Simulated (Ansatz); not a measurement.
# TaGe2As4 monolayer in a perpendicular field

Aim: how the TaGe2As4 monolayer screens a field along its normal, and what the field does to its bands. A positive field points along +c.

Main program and level: Ansatz 0.2.0; plane-wave DFT, PBE-D3(BJ), Ansatz PAW.

Report form: the programs' logs are mostly left out.

### 1. The starting structure

The cell holds 7 atoms: 4 As, 2 Ge and 1 Ta. Its edges and angles: a = 3.730 Å, b = 3.730 Å, c = 50.223 Å, α = 90.0°, β = 90.0°, γ = 120.0°. Vacuum lies along c.

### 2. Relaxing the slab

The starting cell is a guess, so the in-plane lattice and the atoms are relaxed first, with the slab cut off from its images along the normal.

input.yaml

```yaml
crystal:
  lattice:
    - [3.73, 0.0, 0.0]
    - [-1.865, 3.2302747561, 0.0]
    - [0.0, 0.0, 50.223214925]
  atoms:
    - { symbol: As, position: [0.0, 0.0, 0.4041955504] }
    - { symbol: Ge, position: [0.3333333333, 0.6666666667, 0.4213788122] }
    - { symbol: As, position: [0.3333333333, 0.6666666667, 0.4675725894] }
    - { symbol: Ta, position: [0.0, 0.0, 0.5], spin: 1.0 }
    - { symbol: As, position: [0.3333333333, 0.6666666667, 0.5324274106] }
    - { symbol: Ge, position: [0.3333333333, 0.6666666667, 0.5786211878] }
    - { symbol: As, position: [0.0, 0.0, 0.5958044496] }
  periodic: [true, true, false]
magnetization:
  spin_polarized: true
kpoints:
  mp_grid: { grid: [12, 12, 1] }
hamiltonian:
  xc: pbe
  dispersion: d3bj
scf:
  occupations: { method: fermi_dirac, width: 0.05 }
  convergence: { dr2_threshold: 1.0e-09 }
relax:
  f_tol: 0.004
  max_steps: 90
  cell: {}
output:
  write_potential: true
  write_density: true
  volumetric_format: npy
```

Run with:

```sh
> ansatz run input.yaml --threads 4 --pin off --max-ram 6144MiB --backend cpu --events-out ev --progress --plain --runs-dir out
```

The job ended after 4 min (4 threads of Intel Xeon Platinum 8488C (Sapphire Rapids), shared host; peak memory 1.9 GiB).

The steps of the relaxation:

| step | energy less that of the first step (eV) | largest force component (eV/Å) | volume (Å³) |
| --- | --- | --- | --- |
| 1 | 0.0000 | 2.7966 | 605.14 |
| 2 | -1.0909 | 0.6230 | 598.94 |
| 3 | -1.1567 | 0.2572 | 589.35 |
| 4 | -1.1738 | 0.0593 | 597.21 |
| 5 | -1.1743 | 0.0058 | 598.57 |
| 6 | -1.1743 | 0.0079 | 598.83 |
| 7 | -1.1743 | 0.0003 | 598.84 |
| 8* | -1.1740 | 0.0003 | 598.84 |

Relaxation steps marked * repeat the geometry before them on a plane-wave basis chosen anew for their cell, so energy and pressure can jump there.

Forces are held to the 12 operations that the run works with; a distortion that breaks them can't arise in this run.

| cell as run | before | after | change |
| --- | --- | --- | --- |
| a (Å) | 3.730 | 3.711 | -0.5 % |
| b (Å) | 3.730 | 3.711 | -0.5 % |

The atoms that moved most (Å, along periodic axes as changes of fractional coordinates times the final cell, across vacuum about the mean position):

| atom | dx | dy | dz | length |
| --- | --- | --- | --- | --- |
| As1 | 0.000 | 0.000 | -0.278 | 0.278 |
| As7 | 0.000 | 0.000 | 0.278 | 0.278 |
| As5 | 0.000 | 0.000 | -0.133 | 0.133 |
| As3 | 0.000 | 0.000 | 0.133 | 0.133 |
| Ge6 | 0.000 | 0.000 | -0.016 | 0.016 |
| Ge2 | 0.000 | 0.000 | 0.016 | 0.016 |

Numbers from this step:

```yaml
energy_at_zero_smearing: -37949.6978 eV
```

The lattice constant a goes from 3.730 to 3.711 Å.

### 3. Atoms held, field 0

A sawtooth potential applies the field, turning back in the middle of the vacuum. With the dipole correction the typed value is the field outside the slab. The induced dipole is small, so the SCF threshold is tight.

The cell differs from the one that the last finished run ended in (c 50.223 → 28.180 Å).

input.yaml

```yaml
crystal:
  lattice:
    - [3.7105404402, 0.0, 0.0]
    - [-1.8552702201, 3.213422283, 0.0]
    - [0.0, 0.0, 28.1797340917]
  atoms:
    - { symbol: As, position: [0.0, 0.0, 0.3193784573] }
    - { symbol: Ge, position: [0.3333333333, 0.6666666667, 0.3604463161] }
    - { symbol: As, position: [0.3333333333, 0.6666666667, 0.4469196462] }
    - { symbol: Ta, position: [0.0, 0.0, 0.5] }
    - { symbol: As, position: [0.3333333333, 0.6666666667, 0.5530803538] }
    - { symbol: Ge, position: [0.3333333333, 0.6666666667, 0.6395536839] }
    - { symbol: As, position: [0.0, 0.0, 0.6806215427] }
kpoints:
  mp_grid: { grid: [12, 12, 1] }
  band_path:
    path: [[0, 0, 0], [0.5, 0, 0], [0.33333333, 0.33333333, 0], [0, 0, 0]]
    npoints: 16
hamiltonian:
  xc: pbe
  dispersion: d3bj
scf:
  occupations: { method: fermi_dirac, width: 0.02585 }
  convergence: { dr2_threshold: 1.0e-10 }
efield:
  axis: 3
  dipole_correction: true
  ramp_position: 0.97
  ramp_width: 0.06
  amplitude: 0
output:
  dos: { projected: true, e_range: [-6, 5] }
  write_potential: true
  write_density: true
  volumetric_format: npy
  elf: true
```

Elapsed: 16 s, on 4 threads; peak memory 1.3 GiB; 62 s of CPU time.

This step gave:

```
energy at zero smearing   : -37949.6991 eV
work function, upper face : 4.906 eV
dipole along the normal   : -1.81e-7 e·Å
```

Running mean over a fixed 2.8 Å (it still follows the layers) of the planar mean; the ramp of the sawtooth is left out. Table of electron's electrostatic potential energy less the Fermi level by z:

| z (Å) | electron's electrostatic potential energy less the Fermi level (eV) |
| --- | --- |
| 3.5 | 4.91 |
| 4.0 | 4.91 |
| 4.5 | 4.91 |
| 5.0 | 4.90 |
| 5.5 | 4.89 |
| 6.0 | 4.85 |
| 6.5 | 4.67 |
| 7.0 | 3.97 |
| 7.5 | 2.77 |
| 8.0 | 1.30 |
| 8.5 | -0.896 |
| 9.0 | -2.99 |
| 9.5 | -4.19 |
| 10.0 | -3.86 |
| 10.5 | -3.27 |
| 11.0 | -2.53 |
| 11.5 | -1.35 |
| 12.0 | -1.09 |
| 12.5 | -2.47 |
| 13.0 | -5.00 |
| 13.5 | -6.44 |
| 14.0 | -6.92 |
| 14.5 | -6.68 |
| 15.0 | -5.69 |
| 15.5 | -3.38 |
| 16.0 | -1.34 |
| 16.5 | -1.10 |
| 17.0 | -2.07 |
| 17.5 | -3.10 |
| 18.0 | -3.60 |
| 18.5 | -4.23 |
| 19.0 | -3.57 |
| 19.5 | -1.69 |
| 20.0 | 0.565 |
| 20.5 | 2.32 |
| 21.0 | 3.55 |
| 21.5 | 4.51 |
| 22.0 | 4.81 |
| 22.5 | 4.88 |
| 23.0 | 4.90 |
| 23.5 | 4.90 |
| 24.0 | 4.91 |
| 24.5 | 4.91 |
| 25.0 | 4.91 |

The density of states has structure finer than the step of the table below, so its rows give means over 0.25 eV, whole bins alone (the curve runs from -6 to 1.99 eV). Peaks (eV: height): -4.460: 10.5, -3.960: 8.38, -2.940: 12.5, -2.000: 9.45, -1.640: 10.1, -1.370: 8.62, -1.150: 8.73.

Table of density of states by energy, zero at the Fermi level; means over each step:

| energy (eV) | density of states (states/eV a cell) |
| --- | --- |
| -5.75 | 1.59 |
| -5.50 | 0 |
| -5.25 | 0 |
| -5.00 | 0 |
| -4.75 | 1.69 |
| -4.50 | 5.68 |
| -4.25 | 3.62 |
| -4.00 | 4.35 |
| -3.75 | 3.85 |
| -3.50 | 2.95 |
| -3.25 | 3.18 |
| -3.00 | 4.03 |
| -2.75 | 3.66 |
| -2.50 | 5.13 |
| -2.25 | 5.76 |
| -2.00 | 7.16 |
| -1.75 | 5.29 |
| -1.50 | 6.40 |
| -1.25 | 7.16 |
| -1.00 | 6.08 |
| -0.75 | 2.54 |
| -0.50 | 1.69 |
| -0.25 | 2.10 |
| 0.00 | 2.82 |
| 0.25 | 1.68 |
| 0.50 | 0.918 |
| 0.75 | 0.0425 |
| 1.00 | 0.236 |
| 1.25 | 3.43 |
| 1.50 | 1.46 |
| 1.75 | 2.12 |

Projected DOS per atom over height of the atomic layer and energy from the Fermi level. Layers: As Ge As Ta As Ge As from below.

Ten even steps from '_' (0.00 states/eV) to '@' (1.86 states/eV), each cell a mean:
```
....__--__....
....__--__....
__..__::__..__
______________
______++______
______@@______
____..==..____
..__::::::__..
++..##**##..++
++..**##**..++
**::==++==::**
**--======--**
==--==--==--==
::::::--::::::
::::::--::::::
::::::::::::::
::::==--==::::
::--++--++--::
____::::::____
______________
______________
....______....
```
Columns: height of the atomic layer (Å) from 9 to 19.2 (not evenly spaced); rows upwards: energy from the Fermi level (eV) from -5.96 to 1.96.

The electronic bands at the labelled points (eV, zero at the Fermi level):

| point | band 47 | band 48 | band 49 | band 50 | band 51 | band 52 | band 53 | band 54 |
| --- | --- | --- | --- | --- | --- | --- | --- | --- |
| Γ | -0.37 | -0.37 | -0.21 | -0.21 | 0.39 | 1.75 | 1.92 | 3.09 |
| halfway | -1.68 | -1.16 | -1.11 | -1.05 | -0.02 | 1.75 | 1.92 | 2.44 |
| M | -1.97 | -1.71 | -1.69 | -0.66 | -0.51 | 1.29 | 1.50 | 2.18 |
| halfway | -2.06 | -1.95 | -1.64 | -1.13 | 0.06 | 1.30 | 2.06 | 2.20 |
| K | -2.74 | -2.39 | -1.62 | -0.86 | 0.72 | 1.10 | 1.42 | 2.29 |
| halfway | -1.91 | -1.37 | -1.34 | -0.99 | -0.03 | 1.97 | 2.56 | 2.82 |
| Γ | -0.37 | -0.37 | -0.21 | -0.21 | 0.39 | 1.75 | 1.92 | 3.09 |

ELF in the ca plane at fractional y = 0.667, with atoms of Ge and As within 0.2 Å of it. It is the smooth field of the valence electrons, not physical close to the nuclei.

Ten even steps from '0' (0.00) to '9' (0.72), each cell a mean:
```
00001358887776421124553222245531013577788874
00001368987765310012332122123210002467789975
00001257887777531135664211356642124677788864
00000124567876554468998423699875445678766531
00000001235654456888889634898888754446642110
00000000013431137985347634763479952014421000
00000000013420027984236534652269951003420000
00000000124431147986457634774479852124431000
00000011245665456788899634898887755456643210
00000135667887653468997423699874345678776542
```
Columns run along c (16.0 Å, from fractional 0.19 to 0.76 of the cell), rows up along a (3.7 Å). Atoms in or near the plane, at fractional coordinates: Ge at (0.36, 0.33), As at (0.45, 0.33), As at (0.55, 0.33), Ge at (0.64, 0.33).

Electrostatic potential energy in the ca plane at fractional y = 0.667, with atoms of Ge and As within 0.2 Å of it. With pseudopotentials it is smooth inside the atoms' cores, unlike the true potential.

Ten even steps from '0' (-23 eV) to '9' (7 eV), each cell a mean:
```
99999999999999999998767889999998875567899999
99999999999999999998667889999999864457899999
99999999999999999998777888999998875567889999
99999999999999999998877666888766777777667888
99999999999999999999874102577433368874333577
99999999999999999999861000264388447863795364
99999999999999999999850000163599637853998363
99999999999999999999861000265378447863684365
99999999999999999999875212687433477875333687
99999999999999999998877777898877777677777898
```
Columns run along c (16.0 Å, from fractional 0.06 to 0.62 of the cell; values clipped at the 3rd and 97th percentile), rows up along a (3.7 Å). Atoms in or near the plane, at fractional coordinates: Ge at (0.36, 0.33), As at (0.45, 0.33), As at (0.55, 0.33).

Valence density in the ca plane at fractional y = 0.667, with atoms of Ge and As within 0.2 Å of it. It is the smooth field of the valence electrons, not physical close to the nuclei.

Ten steps, logarithmic in the rise over the least value, from '0' (0 e/Å³) to '9' (36 e/Å³), each cell a mean:
```
00000000011110000000001111100000000011110000
00000000011110000000000111100000000011110000
00000000011111000000011111110000000011110000
00000000001111100001111111111110001111100000
00000000000123321113432111124321112321100000
00000000000147741126763111257742126862100000
00000000000159952137984111269852137983100000
00000000000147631125763111247641125752100000
00000000000122211112321111123211112221100000
00000000001111100001111111111100000111100000
```
Columns run along c (16.0 Å, from fractional 0.19 to 0.76 of the cell), rows up along a (3.7 Å). Atoms in or near the plane, at fractional coordinates: Ge at (0.36, 0.33), As at (0.45, 0.33), As at (0.55, 0.33), Ge at (0.64, 0.33).

The work function of the upper face is 4.91 eV.

### 4. Atoms held, field 0.1 V/Å

input.yaml, as its differences from that of step 3:

```diff
@@ -29,5 +29,4 @@
   ramp_width: 0.06
-  amplitude: 0
+  amplitude: 0.1
 output:
-  dos: { projected: true, e_range: [-6, 5] }
   write_potential: true
@@ -35,2 +34 @@
   volumetric_format: npy
-  elf: true
```

Run time: 16 s. Hardware: 4 threads; peak memory 1.1 GiB.

The dipole is 0.0817 e·Å.

### 5. Atoms held, field -0.1 V/Å

input.yaml, as its differences from that of step 4:

```diff
@@ -29,3 +29,3 @@
   ramp_width: 0.06
-  amplitude: 0.1
+  amplitude: -0.1
 output:
```

It took 17 s on 4 threads; peak memory 1.1 GiB; 64 s of CPU time.

The dipole is -0.0817 e·Å.

### 6. Response, atoms held

This step: plane-wave DFT, PBE-D3(BJ), Ansatz PAW; response to a field along the normal, atoms held (Ansatz 0.2.0).

The dipoles give the slope, and the difference of two potentials shows where the field is screened.

This step gave:

```yaml
equivalent_conductor_thickness_p_eps_0ae: 12.39 Å
distance_between_the_outer_atoms: 10.18 Å
```

Table of dipole of the cell by applied field:

| applied field (V/Å) | dipole of the cell (e·Å) |
| --- | --- |
| -0.1000 | -0.0817 |
| 0.0000 | -1.8e-7 |
| 0.1000 | 0.0817 |

Local field over the applied field, running mean. From the potentials at -0.1 and 0.1 V/Å; running mean over 2.5 Å. Table of local field over applied field by z:

z (Å), local field over applied field and a bar:
```
      4.5      0.998 ##############################
      5.0      0.994 ##############################
      5.5      0.982 #############################
      6.0      0.953 #############################
      6.5      0.886 ###########################
      7.0      0.762 #######################
      7.5      0.594 ##################
      8.0      0.414 ############
      8.5      0.242 #######
      9.0      0.107 ###
      9.5      0.046 #
     10.0      0.037 #
     10.5      0.038 #
     11.0      0.050 #
     11.5      0.058 #
     12.0      0.042 #
     12.5      0.026 
     13.0      0.027 
     13.5      0.022 
     14.0      0.013 
     14.5      0.018 
     15.0      0.027 
     15.5      0.025 
     16.0      0.034 #
     16.5      0.055 #
     17.0      0.055 #
     17.5      0.041 #
     18.0      0.036 #
     18.5      0.040 #
     19.0      0.076 ##
     19.5      0.187 #####
     20.0      0.351 ##########
     20.5      0.530 ################
     21.0      0.705 #####################
     21.5      0.849 #########################
     22.0      0.935 ############################
     22.5      0.975 #############################
     23.0      0.991 ##############################
     23.5      0.997 ##############################
     24.0      0.999 ##############################
```

Electrons, planar mean, per unit field. Induced electron density against z:

| z (Å) | induced electron density (e/Å³ per V/Å) |
| --- | --- |
| 4.5 | 9.2e-6 |
| 5.0 | 2.8e-5 |
| 5.5 | 8.2e-5 |
| 6.0 | 2.3e-4 |
| 6.5 | 5.9e-4 |
| 7.0 | 0.00141 |
| 7.5 | 0.00279 |
| 8.0 | 0.00353 |
| 8.5 | 0.00152 |
| 9.0 | 6.2e-4 |
| 9.5 | 6.0e-4 |
| 10.0 | -6.0e-4 |
| 10.5 | -9.5e-4 |
| 11.0 | 4.5e-4 |
| 11.5 | 2.9e-4 |
| 12.0 | -1.8e-4 |
| 12.5 | 5.7e-4 |
| 13.0 | 3.3e-4 |
| 13.5 | -7.6e-4 |
| 14.0 | -1.8e-4 |
| 14.5 | 7.4e-4 |
| 15.0 | 5.4e-5 |
| 15.5 | -5.7e-4 |
| 16.0 | -7.6e-5 |
| 16.5 | -2.6e-5 |
| 17.0 | -5.6e-4 |
| 17.5 | 3.9e-4 |
| 18.0 | 0.00107 |
| 18.5 | -3.7e-4 |
| 19.0 | -5.4e-4 |
| 19.5 | -9.3e-4 |
| 20.0 | -0.00309 |
| 20.5 | -0.00327 |
| 21.0 | -0.00186 |
| 21.5 | -8.2e-4 |
| 22.0 | -3.2e-4 |
| 22.5 | -1.2e-4 |
| 23.0 | -4.2e-5 |
| 23.5 | -1.4e-5 |
| 24.0 | -4.4e-6 |

By hand: between -0.1 and 0.1 V/Å the dipole changes by 0.1633 e·Å, a slope of 0.8166 e·Å²/V. A perfect conductor of thickness t has p = ε₀AEt, so t = 180.95 × 0.8166 / 11.924 = 12.39 Å (e/ε₀ = 180.95 V·Å, A in Å²).

The induced dipole is that of a conductor 12.39 Å thick.

### 7. Summary of results

* gap without field: none
* work function, upper face: 4.91 eV
* equivalent conductor thickness, atoms held: 12.4 Å

What this shows: The induced dipole equals that of a perfect conductor 12.39 Å thick, while the outer atoms lie 10.18 Å apart. There is no gap over 0.03 eV, with or without the field. The first relaxation ran with spin and lost its moment, and the later runs have none; other magnetic states were not tried. Spin-orbit coupling is left out, which matters for the bands of elements this heavy. The outer anions sit over the metal atoms, one of several polytypes of such layers and not the lowest for every compound.

[Logs are printed without paths, hosts, clocks, repeated set-up lines and the standing remarks that a program may print on its own settings, such as how far it seeks lower states.]

[Hosts, paths, dates, database ids (printed as entryN), source tags and the programs' standing remarks are cut or masked in the printed files.]

[Maps of the electrostatic potential energy from Ansatz leave out the sawtooth potential of an applied field or a dipole correction, so their vacuum need not be flat; planar profiles and work functions include it.]

[The density of states shown here was stored with 400 of the rows of the run's finer table, so its peaks can read low, often by over a quarter, or be missed, and its means over a window can be off by a tenth or more.]
